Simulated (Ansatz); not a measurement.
# Sb_Al in AlN (F-43m): charge-transition levels and formation energies, part 2 of 2

Charge states of Sb_Al in AlN (F-43m), set against the band edges. Model: a cell of 54 host atoms with 1 Al taken out and 1 Sb put in.

Ansatz; place-levels on r2SCAN runs: charge-transition levels and formation energies with image-charge correction and potential alignment at the atomic sites; PAW set soft_1.

So far: The starting structure; What was run first; place-levels, r2SCAN.

## 3. place-levels, r2SCAN (continued)

Levels between the charges placed, in eV above the valence top:

```csv
,gap (eV),(+2/+1),(+1/0),(0/−1)
r2SCAN,3.92,2.65,3.02,4.35
```

Corrections by state:

```csv
charge,moment (μB),image terms and alignment (eV),band filling (eV),ε used,"over the lowest of its charge, as the program ranks them, band filling apart (eV)"
+2,0.0,1.980,-,8.51,0.000
+1,1.0,0.722,-,8.51,0.000
0,0.0,0.000,-,-,0.000
−1,1.0,-0.211,-,8.51,0.000
```

The charged structures listed were also run neutral, and place-levels reads from each pair, by the potential or the spins, how wide the charge is by which they differ; that can be the carrier of either run.

```csv
charge,rms radius (Å),spread where it is widest against the cell (Å),wide from (Å),reading
+2,3.5,2.03,1.31,wide
+1,2.5,1.64,1.31,wide
−1,2.3,1.58,1.31,wide
```

The neutral runs of these pairs need not share the spin of the lowest neutral state, and very wide values only mean spread over the cell.

From the program's caveats on the states, each cut to its opening words:

- charge +2: it parts from the run at its places by a charge that spreads by about 2 Å along one vector (1.3 Å or more is wide), by its potential at epsilon 4.64, taken for [...]
- charge +2: its alignment with the host at atomic sites is doubtful: the mean over the far sites moves by -0.1136 eV from their farther parts to their nearer, more than [...]
- charge +1 (1 μB): it parts from the run at its places by a charge that spreads by about 1.6 Å along one vector (1.3 Å or more is wide), by the spins about the atoms, where the [...]
- charge +1 (1 μB), −1 (1 μB): flagged: stability check not made
- charge 0: its alignment with the host at atomic sites is doubtful: the mean over the far sites moves by +0.0959 eV from their farther parts to their nearer, more than [...]
- charge −1 (1 μB): it parts from the run at its places by a charge that spreads by about 1.6 Å along one vector (1.3 Å or more is wide), by its potential at epsilon 4.64, taken [...]
- charge −1 (1 μB): its alignment with the host at atomic sites is doubtful: the mean over the far sites moves by +0.2256 eV from their farther parts to their nearer, more than [...]

The host's formation energy from the elements is -1.603 eV per atom; it sets how far the chemical potentials can move.

Limit set by the element alone; other compounds of these elements are not counted. Chemical potentials from the elements' reference states: Al 0.00 eV, N -3.21 eV, Sb 0.00 eV. Formation energies (Al-rich), with the Fermi level at the valence top and at the conduction bottom (gap 3.92 eV):

```csv
charge,at valence top (eV),at conduction bottom (eV),correction included (eV)
+2,1.95,9.79,1.98
+1,4.60,8.52,0.72
0,7.62,7.62,0.00
−1,11.97,8.06,-0.21
```

(Fermi level (eV), lowest formation energy (eV)): (0.00, 1.95), (0.36, 2.66), (0.71, 3.38), (1.07, 4.09), (1.42, 4.80), (1.78, 5.51), (2.14, 6.23), (2.49, 6.94), (2.85, 7.45), (3.21, 7.62), (3.56, 7.62), (3.92, 7.62)

Limit set by the element alone; other compounds of these elements are not counted. Chemical potentials from the elements' reference states: N 0.00 eV, Al -3.21 eV, Sb 0.00 eV. Formation energy by charge state (N-rich; gap 3.92 eV):

```csv
charge,at valence top (eV),at conduction bottom (eV),correction included (eV)
+2,-1.25,6.58,1.98
+1,1.40,5.31,0.72
0,4.42,4.42,0.00
−1,8.77,4.85,-0.21
```

```
Fermi level (eV)  lowest formation energy (eV)
            0.00                         -1.25
            0.36                         -0.54
            0.71                          0.17
            1.07                          0.88
            1.42                          1.59
            1.78                          2.31
            2.14                          3.02
            2.49                          3.74
            2.85                          4.25
            3.21                          4.42
            3.56                          4.42
            3.92                          4.42
```

## 4. Effect of the sampling

The relaxations' own energies give the levels at their sampling, for comparison.

File levels.relax_mesh.yaml:

```yaml
host:
  run: host.relax.run
states: [qm1_M1.relax.run, q0.relax.run, qp1_M1.relax.run, qp2.relax.run]
chemical_potentials:
  Al:
    energy: -540.418346
    dataset: <sha256 of the dataset>
  Sb:
    energy: -6499.197686
    dataset: <sha256 of the dataset>
```

On the command line:

```
ansatz place-levels levels.relax_mesh.yaml -- --threads 4 --pin off --max-ram 7536MiB
```

The program printed:

```text
(+2/+1) 2.517 eV above the valence edge, 1.353 eV under the conduction edge
(+1/0) 2.834 eV above the valence edge, 1.036 eV under the conduction edge
(0/-1) 4.303 eV above the valence edge, in the conduction band
formation energy of charge +2: +2.161 eV with the Fermi level at the valence edge
formation energy of charge +1: +4.678 eV with the Fermi level at the valence edge
formation energy of charge 0: +7.512 eV with the Fermi level at the valence edge
formation energy of charge -1: +11.815 eV with the Fermi level at the valence edge
  edges by r2scan, gap 3.870 eV; the host is sampled to repeats of 9.27 Å
[... the lines on each state left out ...]
```

Elapsed: 0.14 s, on 4 threads of Arm Neoverse V1, shared host.

Levels between neighbouring charges, in eV above the valence top:

```csv
,gap (eV),(+2/+1),(+1/0),(0/−1)
"one point at (¼, ¼, ¼)",3.87,2.52,2.83,4.30
a 2×2×2 shifted mesh,3.92,2.65,3.02,4.35
```

Going from one point at (¼, ¼, ¼) to a 2×2×2 shifted mesh moves the levels that carry no band-filling term by up to 0.19 eV and formation energies against the elements by up to 0.21 eV.

## 5. Outcome

```yaml
gap_of_the_host: 3.92 eV (r2SCAN)
level_plus_2_plus_1: 2.65 eV above the valence top
level_plus_1_over_0: 3.02 eV above the valence top
level_0_minus_1: 4.35 eV above the valence top, past the conduction bottom
lowest_of_the_charges_placed_just_above_the_valence_top_0p02_ev: +2
lowest_of_the_charges_placed_just_below_the_conduction_bottom_0p02_ev: 0
lowest_formation_energy_at_mid_gap_of_the_charges_run_al_rich: 5.87 eV
lowest_formation_energy_at_mid_gap_of_the_charges_run_n_rich: 2.66 eV
```

**Reading.** Of the charges placed (−1, 0, +1 and +2), the lowest changes at 2.65 eV (+2/+1) and 3.02 eV (+1/0) above the valence top, in a gap of 3.92 eV. Charges above +2 were not placed, so these runs say nothing of levels that involve them. States placed: +2 at 0 μB; +1 at 1 μB; 0 at 0 μB; −1 at 1 μB. Other spin states or structures, where not listed, weren't placed. Corrections reach 2.0 eV, so the cell is small for these charges and their levels are rough. Sb is taken at its element; compounds, which aren't counted here, bound the chemical potentials and would shift these formation energies. Going from one point at (¼, ¼, ¼) to a 2×2×2 shifted mesh moves the levels that carry no band-filling term by up to 0.19 eV and formation energies against the elements by up to 0.21 eV. The program doubts the alignment of potentials for at least one state, a sign that the cell is small. What this leaves open: r2SCAN makes the gap too small and tends to spread out bound carriers; where a gas molecule sets a chemical potential or the host's formation energy, its binding is uncorrected; spin–orbit coupling, which can matter with heavy atoms, is left out; force components of up to 0.23 eV/Å remain in a run at the final settings.

[Logs are printed without paths, hosts, clocks, repeated set-up lines and the standing remarks that a program may print on its own settings, such as how far it seeks lower states.]

[Hosts, paths, dates, database ids (printed as entryN), source tags and the programs' standing remarks are cut or masked in the printed files.]

[Where a table of states has a column of steps, it counts the stored structures, which are thinned; the runs took as many ionic steps or more.]

[A defect's name tells the site on which it was built; relaxed atoms can leave that site.]

[For some hosts the program warned that the k-mesh of the response run may be too coarse for force constants and the static dielectric constant; such warnings are not shown here.]
